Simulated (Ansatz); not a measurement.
**Phonons of NbSnGe in the AlB2 type**

Question: is the lattice of NbSnGe in the AlB2 type stable, and if so, what are its coupling constant and resistivity?

Program: Ansatz 0.2.0. Level of theory: DFT PBE, scalar-relativistic, plane waves, PAW; PAW set soft_1. Results are calculated unless marked as measured.

This is a report of a sequence of runs, with most program output left out.

The structure was built from a prototype and need not be the compound's stable phase.

## 1. The starting structure

The structure is hexagonal, space group P-6m2 (No. 187). Conventional cell: a = 4.204 Å, b = 4.204 Å, c = 4.414 Å, α = 90.00°, β = 90.00°, γ = 120.00°. Nb has 6 Ge at 3.28 Å and 6 Sn at 3.28 Å nearest. Nearest to Ge lie 3 Sn at 2.43 Å and 6 Nb at 3.28 Å. Nearest to Sn lie 3 Ge at 2.43 Å and 6 Nb at 3.28 Å. Farther neighbours are not listed.

## 2. Relaxation

Lattice constant and positions set the bands and the force constants, so the cell is relaxed first.

input.yaml reads:

```yaml
crystal:
  lattice:
    - [4.20412, 0.0, 0.0]
    - [-2.10206, 3.64087, 0.0]
    - [0.0, 0.0, 4.41432]
  atoms:
    - { symbol: Nb, position: [0.0, 0.0, 0.0] }
    - { symbol: Ge, position: [0.33333333, 0.66666667, 0.5] }
    - { symbol: Sn, position: [0.66666667, 0.33333333, 0.5] }
kpoints:
  mp_grid: { grid: [9, 9, 8] }
hamiltonian:
  xc: pbe
  pseudopotentials: { kind: paw, azcp: { folder: soft_1 } }
scf:
  occupations: { method: gaussian, width: 0.1 }
output:
  forces: true
  stress: true
  eigenvalues: true
relax:
  adjacent_minimum: "off"
  f_tol: 0.005
  max_steps: 80
  cell: { stress_tol: 0.05 }
```

The run is started by

```bash
> ansatz run input.yaml --threads 4 --pin off --max-ram 12288MiB --backend cpu --events-out ev --progress --plain --runs-dir out
```

Run time: 66 s. Hardware: 4 threads of Intel Xeon Platinum 8488C (Sapphire Rapids), shared host; peak memory 0.64 GiB; 4.2 min of CPU time.

Relaxation path:

| step | energy less that of the first step (eV) | largest force component (eV/Å) | pressure (GPa) | volume (Å³) |
| --- | --- | --- | --- | --- |
| 1 | 0.0000 | 0.0000 | 3.58 | 67.57 |
| 2 | -0.6028 | 0.0000 | 0.26 | 67.93 |
| 3 | -1.0373 | 0.0000 | -0.37 | 66.51 |
| 4 | -1.4139 | 0.0000 | -0.39 | 64.78 |
| 5 | -1.7809 | 0.0000 | -0.32 | 62.93 |
| 6 | -2.1249 | 0.0000 | 0.38 | 60.88 |
| 7 | -2.5451 | 0.0000 | 1.50 | 58.95 |
| 8 | -2.9155 | 0.0000 | 4.45 | 56.93 |
| 9 | -3.0079 | 0.0000 | -1.18 | 60.04 |
| 10 | -3.0209 | 0.0000 | 0.25 | 59.11 |
| 11 | -3.0207 | 0.0000 | -0.38 | 59.42 |
| 12 | -3.0210 | 0.0000 | 0.00 | 59.23 |
| 13* | -3.0343 | 0.0000 | 0.35 | 59.23 |
| 14 | -3.0347 | 0.0000 | 0.03 | 59.44 |
| 15* | -3.0347 | 0.0000 | 0.03 | 59.44 |

Relaxation steps marked * repeat the geometry before them on a plane-wave basis chosen anew for their cell, so energy and pressure can jump there. Relaxation step 11 was tried and not accepted.

The run keeps the 12 symmetry operations that it works with, so distortions that break them were not tested.

| cell as run | before | after | change |
| --- | --- | --- | --- |
| a (Å) | 4.204 | 4.911 | +16.8 % |
| b (Å) | 4.204 | 4.911 | +16.8 % |
| c (Å) | 4.414 | 2.845 | -35.5 % |
| volume (Å³/atom) | 22.52 | 19.81 | -12.0 % |

The relaxed structure:

```xyz
3
Lattice="4.9115 0.0000 0.0000 -2.4557 4.2535 0.0000 0.0000 0.0000 2.8453" Properties=species:S:1:pos:R:3 pbc="T T T"
Nb    0.0000    0.0000    0.0000
Ge    0.0000    2.8356    1.4227
Sn    2.4557    1.4178    1.4227
```

Numbers from this step:

- pressure: 0.02547 GPa
- volume per atom: 19.81 Å³/atom
- metallic on mesh: yes
- gap on the k-mesh: 0 eV

The largest force is now zero by symmetry and the largest stress component 0.037 GPa.

## 3. Relaxation

The relaxation is repeated from the new cell as a check.

input.yaml, the sections that differ from step 2:

```yaml
crystal:
  lattice:
    - [4.9114657382, 0.0, 0.0]
    - [-2.4557328691, 4.2534540991, 0.0]
    - [0.0, 0.0, 2.8453466654]
  atoms:
    - { symbol: Nb, position: [0.0, 0.0, 0.0] }
    - { symbol: Ge, position: [0.3333333333, 0.6666666667, 0.5] }
    - { symbol: Sn, position: [0.6666666667, 0.3333333333, 0.5] }
kpoints:
  mp_grid: { grid: [9, 9, 10] }
# hamiltonian, scf, output, relax: as in step 2
```

Run time: 22 s. Hardware: 4 threads; peak memory 0.65 GiB.

Step by step:

| step | energy less that of the first step (eV) | largest force component (eV/Å) | pressure (GPa) | volume (Å³) |
| --- | --- | --- | --- | --- |
| 1 | 0.0000 | 0.0000 | -0.34 | 59.44 |
| 2 | 0.0000 | 0.0000 | 0.55 | 59.08 |
| 3 | -0.0022 | 0.0000 | -0.09 | 59.36 |
| 4 | -0.0022 | 0.0000 | 0.05 | 59.28 |
| 5 | -0.0022 | 0.0000 | 0.00 | 59.31 |
| 6 | -0.0022 | 0.0000 | 0.00 | 59.31 |

The log counts 1 steps on a newly chosen plane-wave basis, not all of them marked here; energy and pressure can jump at such steps. Relaxation step 2 was tried and not accepted.

| conventional cell, symmetrised | before | after | change |
| --- | --- | --- | --- |
| a (Å) | 4.911 | 4.922 | +0.2 % |
| b (Å) | 4.911 | 4.922 | +0.2 % |
| c (Å) | 2.845 | 2.827 | -0.6 % |
| volume (Å³/atom) | 19.81 | 19.77 | -0.2 % |

Final coordinates:

```cif
data_structure
_symmetry_space_group_name_H-M 'P 1'
_symmetry_Int_Tables_number 1
_cell_length_a 4.9218
_cell_length_b 4.9218
_cell_length_c 2.8272
_cell_angle_alpha 90.000
_cell_angle_beta 90.000
_cell_angle_gamma 120.000
_cell_volume 59.31
loop_
_atom_site_label
_atom_site_type_symbol
_atom_site_fract_x
_atom_site_fract_y
_atom_site_fract_z
_atom_site_occupancy
Nb1 Nb 0.00000 0.00000 0.00000 1
Ge2 Ge 0.33333 0.66667 0.50000 1
Sn3 Sn 0.66667 0.33333 0.50000 1
```

This step gave:

```
pressure        : -2.35e-4 GPa
volume per atom : 19.77 Å³/atom
```

The largest force is now zero by symmetry and the largest stress component 0.0010 GPa.

## 4. Relaxing tightly for phonons

No force is left; the cell is relaxed once more with another smearing and tight thresholds.

input.yaml, the sections that differ from step 3:

```yaml
crystal:
  lattice:
    - [4.9218390281, 0.0, 0.0]
    - [-2.460919514, 4.2624376316, 0.0]
    - [0.0, 0.0, 2.8271510684]
  atoms:
    - { symbol: Nb, position: [0.0, 0.0, 0.0] }
    - { symbol: Ge, position: [0.3333333333, 0.6666666667, 0.5] }
    - { symbol: Sn, position: [0.6666666667, 0.3333333333, 0.5] }
kpoints:
  mp_grid: { grid: [6, 6, 10] }
scf:
  occupations: { method: methfessel_paxton, width: 0.2 }
relax:
  adjacent_minimum: "off"
  f_tol: 0.001
  max_steps: 60
  cell: { stress_tol: 0.01 }
# hamiltonian, output: as in step 3
```

Run time: 12 s. Hardware: 4 threads; peak memory 0.6 GiB.

Relaxation path:

| step | energy less that of the first step (eV) | largest force component (eV/Å) | pressure (GPa) | volume (Å³) |
| --- | --- | --- | --- | --- |
| 1 | 0.0000 | 0.0000 | 0.04 | 59.31 |
| 2 | -0.0010 | 0.0000 | 0.05 | 59.48 |
| 3 | -0.0026 | 0.0000 | -0.04 | 59.45 |
| 4 | -0.0026 | 0.0000 | 0.01 | 59.42 |
| 5 | -0.0026 | 0.0000 | 0.00 | 59.43 |
| 6 | -0.0026 | 0.0000 | 0.00 | 59.43 |

The log counts 1 steps on a newly chosen plane-wave basis, not all of them marked here; energy and pressure can jump at such steps.

| conventional cell, symmetrised | before | after | change |
| --- | --- | --- | --- |
| a (Å) | 4.922 | 4.942 | +0.4 % |
| b (Å) | 4.922 | 4.942 | +0.4 % |
| c (Å) | 2.827 | 2.810 | -0.6 % |
| volume (Å³/atom) | 19.77 | 19.81 | +0.2 % |

The relaxed structure:

```
Nb Ge Sn
1.0
     4.94169    0.00000    0.00000
    -2.47084    4.27962    0.00000
     0.00000    0.00000    2.81001
Nb Ge Sn
1 1 1
Direct
  0.00000 0.00000 0.00000
  0.33333 0.66667 0.50000
  0.66667 0.33333 0.50000
```

Numbers from this step:

```
pressure        : -5.93e-7 GPa
volume per atom : 19.81 Å³/atom
```

The largest force is now zero by symmetry and the largest stress component 9.6e-4 GPa, small enough for phonons.

## 5. Phonons: q 2×2×2, k 4×4×6

Couplings are defined for a stable lattice alone, so phonons come first.

input.yaml reads:

```yaml
crystal:
  lattice:
    - [4.9416850178, 0.0, 0.0]
    - [-2.4708425089, 4.2796247629, 0.0]
    - [0.0, 0.0, 2.8100080197]
  atoms:
    - { symbol: Nb, position: [0.0, 0.0, 0.0] }
    - { symbol: Ge, position: [0.3333333333, 0.6666666667, 0.5] }
    - { symbol: Sn, position: [0.6666666667, 0.3333333333, 0.5] }
kpoints:
  mp_grid: { grid: [4, 4, 6] }
hamiltonian:
  xc: pbe
  pseudopotentials: { kind: paw, azcp: { folder: soft_1 } }
scf:
  occupations: { method: methfessel_paxton, width: 0.2 }
output:
  eigenvalues: true
phonons:
  method: dfpt
  qmesh: [2, 2, 2]
  temperatures: { t_max: 1000, t_step: 50 }
  qpath:
    path:
      - [[0.0, 0.0, 0.0], [0.5, 0.0, 0.0], [0.33333333, 0.33333333, 0.0], [0.0, 0.0, 0.0], [0.0, 0.0, 0.5], [0.5, 0.0, 0.5], [0.33333333, 0.33333333, 0.5], [0.0, 0.0, 0.5]]
      - [[0.5, 0.0, 0.5], [0.5, 0.0, 0.0]]
      - [[0.33333333, 0.33333333, 0.5], [0.33333333, 0.33333333, 0.0]]
    npoints: 10
```

Elapsed: 28 s, on 4 threads; peak memory 0.71 GiB; 1.7 min of CPU time.

Numbers from this step:

```yaml
share_of_imaginary_modes_in_the_plain_interpolation_between_solved_wavevectors: 0.0434
highest_frequency_solved_or_plainly_interpolated: 222.3 cm⁻¹
```

Solved on the 2×2×2 mesh alone; all other wavevectors are interpolated. The phonon branches at the labelled points (cm⁻¹):

| point | branch 1 | branch 2 | branch 3 | branch 4 | branch 5 | branch 6 | branch 7 | branch 8 | branch 9 |
| --- | --- | --- | --- | --- | --- | --- | --- | --- | --- |
| Γ | -62 | 0 | 0 | 0 | 29 | 100 | 100 | 183 | 183 |
| halfway | -62 | -21 | 27 | 27 | 55 | 100 | 111 | 174 | 184 |
| M | -66 | -33 | 33 | 37 | 72 | 102 | 119 | 166 | 186 |
| halfway | -65 | -32 | 30 | 30 | 79 | 102 | 126 | 159 | 188 |
| K | -65 | -32 | 28 | 28 | 80 | 102 | 142 | 144 | 189 |
| halfway | -63 | -22 | 17 | 26 | 70 | 95 | 116 | 171 | 185 |
| Γ | -62 | 0 | 0 | 0 | 29 | 100 | 100 | 183 | 183 |
| halfway | 40 | 40 | 86 | 103 | 103 | 140 | 158 | 172 | 172 |
| A | 54 | 54 | 106 | 106 | 128 | 162 | 162 | 203 | 222 |
| halfway | 43 | 71 | 126 | 126 | 137 | 156 | 164 | 198 | 220 |
| L | 29 | 84 | 122 | 144 | 148 | 162 | 166 | 192 | 219 |
| halfway | 8 | 94 | 122 | 142 | 149 | 161 | 169 | 191 | 219 |
| H | -23 | 103 | 122 | 136 | 157 | 159 | 171 | 190 | 219 |
| halfway | 36 | 77 | 125 | 132 | 142 | 152 | 166 | 196 | 220 |
| A | 54 | 54 | 106 | 106 | 128 | 162 | 162 | 203 | 222 |
| jump to L | 29 | 84 | 122 | 144 | 148 | 162 | 166 | 192 | 219 |
| halfway | 35 | 83 | 92 | 124 | 129 | 130 | 156 | 158 | 177 |
| M | -66 | -33 | 33 | 37 | 72 | 102 | 119 | 166 | 186 |
| jump to H | -23 | 103 | 122 | 136 | 157 | 159 | 171 | 190 | 219 |
| halfway | 7 | 83 | 103 | 127 | 130 | 140 | 144 | 158 | 180 |
| K | -65 | -32 | 28 | 28 | 80 | 102 | 142 | 144 | 189 |

Lowest modes at the softest wavevector of the mesh. The modes at q = (0.000, 0.500, 0.000) (shares of kinetic energy by element, %) (negative means imaginary):

| mode | frequency (cm⁻¹) | Nb % | Ge % | Sn % |
| --- | --- | --- | --- | --- |
| 1 | -65.5 | 93 | 5 | 2 |
| 2 | -33.4 | 3 | 85 | 12 |
| 3 | 33.1 | 4 | 9 | 86 |
| 4 | 37.4 | 9 | 34 | 57 |
| 5 | 72.3 | 97 | 0 | 3 |
| 6 | 102.4 | 3 | 37 | 60 |

Displacements in mode 1 (-65.5 cm⁻¹), the largest set to 1, in the home cell:
```
Nb1 0.00 0.00 1.00
Ge2 0.00 0.00 0.27
Sn3 0.00 0.00 0.13
```

Displacements in mode 5 (72.3 cm⁻¹), the largest set to 1, in the home cell:
```
Nb1  0.00  1.00  0.00
Ge2  0.00  0.06  0.00
Sn3  0.00 -0.16  0.00
```

Among the solved wavevectors the lowest mode, translations apart, is -65.5 cm⁻¹, imaginary.

## 6. Phonons: q 3×3×2, k 6×6×8

An imaginary mode on so few k-points may come from the sampling, so the phonons are repeated with another q and k mesh.

Edit input.yaml of step 5 so:

```diff
@@ -10,3 +10,3 @@
 kpoints:
-  mp_grid: { grid: [4, 4, 6] }
+  mp_grid: { grid: [6, 6, 8] }
 hamiltonian:
@@ -20,3 +20,3 @@
   method: dfpt
-  qmesh: [2, 2, 2]
+  qmesh: [3, 3, 2]
   temperatures: { t_max: 1000, t_step: 50 }
```

It took 1.8 min on 4 threads; peak memory 0.96 GiB.

Numbers from this step:

```
share of imaginary modes in the plain interpolation between solved wavevectors : 0.0403
highest frequency, solved or plainly interpolated                              : 220.9 cm⁻¹
```

Solved on the 3×3×2 mesh alone; all other wavevectors are interpolated. Phonon branches along the path, in cm⁻¹:

| point | branch 1 | branch 2 | branch 3 | branch 4 | branch 5 | branch 6 | branch 7 | branch 8 | branch 9 |
| --- | --- | --- | --- | --- | --- | --- | --- | --- | --- |
| Γ | -80 | 0 | 0 | 0 | 33 | 98 | 98 | 181 | 181 |
| halfway | -61 | -14 | 28 | 35 | 74 | 111 | 112 | 169 | 181 |
| M | -43 | -21 | 30 | 45 | 99 | 108 | 111 | 164 | 182 |
| halfway | -41 | -14 | 26 | 42 | 88 | 96 | 124 | 156 | 186 |
| K | -39 | 11 | 26 | 38 | 75 | 88 | 140 | 142 | 188 |
| halfway | -56 | -11 | 27 | 35 | 80 | 107 | 117 | 165 | 182 |
| Γ | -80 | 0 | 0 | 0 | 33 | 98 | 98 | 181 | 181 |
| halfway | 36 | 36 | 54 | 89 | 92 | 92 | 155 | 171 | 171 |
| A | 60 | 60 | 76 | 76 | 110 | 122 | 161 | 161 | 219 |
| halfway | 47 | 71 | 77 | 91 | 128 | 153 | 162 | 167 | 220 |
| L | 27 | 78 | 89 | 100 | 136 | 148 | 172 | 173 | 221 |
| halfway | -14 | 81 | 99 | 103 | 132 | 145 | 161 | 173 | 221 |
| H | -31 | 84 | 106 | 109 | 128 | 140 | 150 | 172 | 221 |
| halfway | 39 | 78 | 78 | 96 | 129 | 155 | 160 | 169 | 220 |
| A | 60 | 60 | 76 | 76 | 110 | 122 | 161 | 161 | 219 |
| jump to L | 27 | 78 | 89 | 100 | 136 | 148 | 172 | 173 | 221 |
| halfway | 24 | 79 | 94 | 98 | 112 | 119 | 157 | 161 | 176 |
| M | -43 | -21 | 30 | 45 | 99 | 108 | 111 | 164 | 182 |
| jump to H | -31 | 84 | 106 | 109 | 128 | 140 | 150 | 172 | 221 |
| halfway | -16 | 71 | 95 | 95 | 104 | 128 | 141 | 160 | 180 |
| K | -39 | 11 | 26 | 38 | 75 | 88 | 140 | 142 | 188 |

The modes has structure finer than the step of the table below, so its rows give means over 10 cm⁻¹, whole bins alone (the curve runs from -90.2 to 237 cm⁻¹). Peaks (cm⁻¹: height): Ge 27.0: 0.0226, 62.0: 0.0131, 127.8: 0.0205, 160.7: 0.0365, 173.1: 0.0408; Nb 62.0: 0.0126, 80.5: 0.0517, 101.1: 0.0586; Sn 27.0: 0.0312, 72.3: 0.0188, 97.0: 0.0199, 154.6: 0.0223, 175.1: 0.0394, 206.0: 0.0153, 218.3: 0.0191.

Phonopy on the run's constants, 13x13x21 mesh, Gaussian sigma 2.3 cm⁻¹. Table of modes by wavenumber; means over each step; values in 1/cm⁻¹/cell:

| wavenumber (cm⁻¹) | Ge | Nb | Sn |
| --- | --- | --- | --- |
| -80 | 1.8e-4 | 2.9e-4 | 1.2e-5 |
| -70 | 6.5e-4 | 0.00110 | 2.2e-5 |
| -60 | 9.4e-4 | 0.00177 | 1.2e-5 |
| -50 | 0.00120 | 0.00317 | 9.1e-5 |
| -40 | 0.00107 | 0.00517 | 2.5e-4 |
| -30 | 9.9e-4 | 0.00243 | 9.4e-4 |
| -20 | 0.00344 | 0.00119 | 0.00257 |
| -10 | 0.00339 | 0.00136 | 0.00252 |
| 0 | 0.00172 | 5.3e-4 | 0.00126 |
| 10 | 0.00625 | 0.00220 | 0.00403 |
| 20 | 0.0121 | 0.00436 | 0.0141 |
| 30 | 0.0172 | 0.00724 | 0.0233 |
| 40 | 0.0103 | 0.00564 | 0.0121 |
| 50 | 0.00776 | 0.00378 | 0.0119 |
| 60 | 0.00932 | 0.00897 | 0.00634 |
| 70 | 0.00859 | 0.00935 | 0.0145 |
| 80 | 0.0118 | 0.0420 | 0.0136 |
| 90 | 0.0140 | 0.0395 | 0.0181 |
| 100 | 0.0144 | 0.0539 | 0.0161 |
| 110 | 0.0139 | 0.0397 | 0.0122 |
| 120 | 0.0178 | 0.0178 | 0.00783 |
| 130 | 0.0155 | 0.0131 | 0.00968 |
| 140 | 0.00781 | 0.00875 | 0.00199 |
| 150 | 0.0218 | 0.00985 | 0.0133 |
| 160 | 0.0314 | 0.00959 | 0.0201 |
| 170 | 0.0336 | 0.00526 | 0.0268 |
| 180 | 0.0292 | 0.00123 | 0.0260 |
| 190 | 0.00351 | 2.4e-4 | 0.0107 |
| 200 | 1.3e-5 | 9.4e-5 | 0.00511 |
| 210 | 2.6e-5 | 1.7e-4 | 0.0106 |
| 220 | 3.4e-5 | 2.0e-4 | 0.0135 |
| 230 | 0 | 2.4e-6 | 2.2e-4 |

No LO-TO term; unit eigenvectors of the mass-weighted matrix. Modes at Γ, with each element's share of the kinetic energy (negative means imaginary):

| mode | frequency (cm⁻¹) | symmetry | Nb % | Ge % | Sn % |
| --- | --- | --- | --- | --- | --- |
| 1 | -80.2 | A2'' | 59 | 37 | 4 |
| 2 | 0.0 | unnamed | 33 | 26 | 42 |
| 3 | 0.0 | unnamed | 33 | 26 | 42 |
| 4 | 0.0 | unnamed | 33 | 26 | 42 |
| 5 | 32.6 | A2'' | 9 | 37 | 54 |
| 6 | 98.2 | E' | 66 | 21 | 13 |
| 7 | 98.2 | E' | 66 | 21 | 13 |
| 8 | 180.6 | E' | 1 | 54 | 45 |
| 9 | 180.6 | E' | 1 | 54 | 45 |

Displacements in mode 1 (-80.2 cm⁻¹), the largest set to 1:
```
Nb1  0.00  0.00  1.00
Ge2  0.00  0.00 -0.90
Sn3  0.00  0.00 -0.23
```

Displacements in mode 5 (32.6 cm⁻¹), the largest set to 1:
```
Nb1  0.00  0.00 -0.43
Ge2  0.00  0.00 -1.00
Sn3  0.00  0.00  0.95
```

Among the solved wavevectors the lowest mode, translations apart, is -80.2 cm⁻¹, imaginary.

## 7. Coupling and resistivity: q 3×3×2, k 6×6×8, scattering 8×8×12

Phonons, couplings and the Boltzmann equation in one run.

Edit input.yaml of step 6 so:

```diff
@@ -28 +28,4 @@
     npoints: 10
+  electrical_resistivity:
+    mesh: [8, 8, 12]
+    temperatures: [20.0, 50.0, 77.0, 100.0, 150.0, 200.0, 300.0, 400.0, 600.0, 800.0]
```

The job ended after 2.5 min (4 threads; peak memory 0.97 GiB).

The run ended with an error.

The program's message: “electrical resistivity: the mode of lowest frequency at the wavevector [0.0000, 0.0000, 0.0000] is imaginary, -80.23 cm⁻¹ (written negative): the force constants describe an unstable lattice; relax th …”

The run stops because a mode is imaginary on the scattering mesh, where no scattering rate is defined; denser k meshes, other smearings and, between solved wavevectors, finer q meshes show whether the instability is real.

## 8. What came out

| Property | Result |
| --- | --- |
| phonon run of the rows without a label of their own | PBE, q 3×3×2, k 6×6×8 |
| softest mode on the q mesh | -80.2 cm⁻¹ at q = (0, 0, 0) |
| highest frequency, solved or plainly interpolated | 221 cm⁻¹ |

**Reading.** The lattice is dynamically unstable at this level: a mode at q = (0, 0, 0) is imaginary, 80.2i cm⁻¹, so no harmonic coupling constant or resistivity is defined for this structure. These meshes are coarse, and single modes of a metal can move by tens of cm⁻¹ with the k mesh. The coarser mesh found an imaginary mode at another wavevector, which this mesh lacks. The phonon runs are not spin-polarised. The structure was built by hand as an ordered model, and its stability against other phases was not tested.

[Logs are printed without paths, hosts, clocks, repeated set-up lines and the standing remarks that a program may print on its own settings, such as how far it seeks lower states.]

[Hosts, paths, dates, database ids (printed as entryN), source tags and the programs' standing remarks are cut or masked in the printed files.]
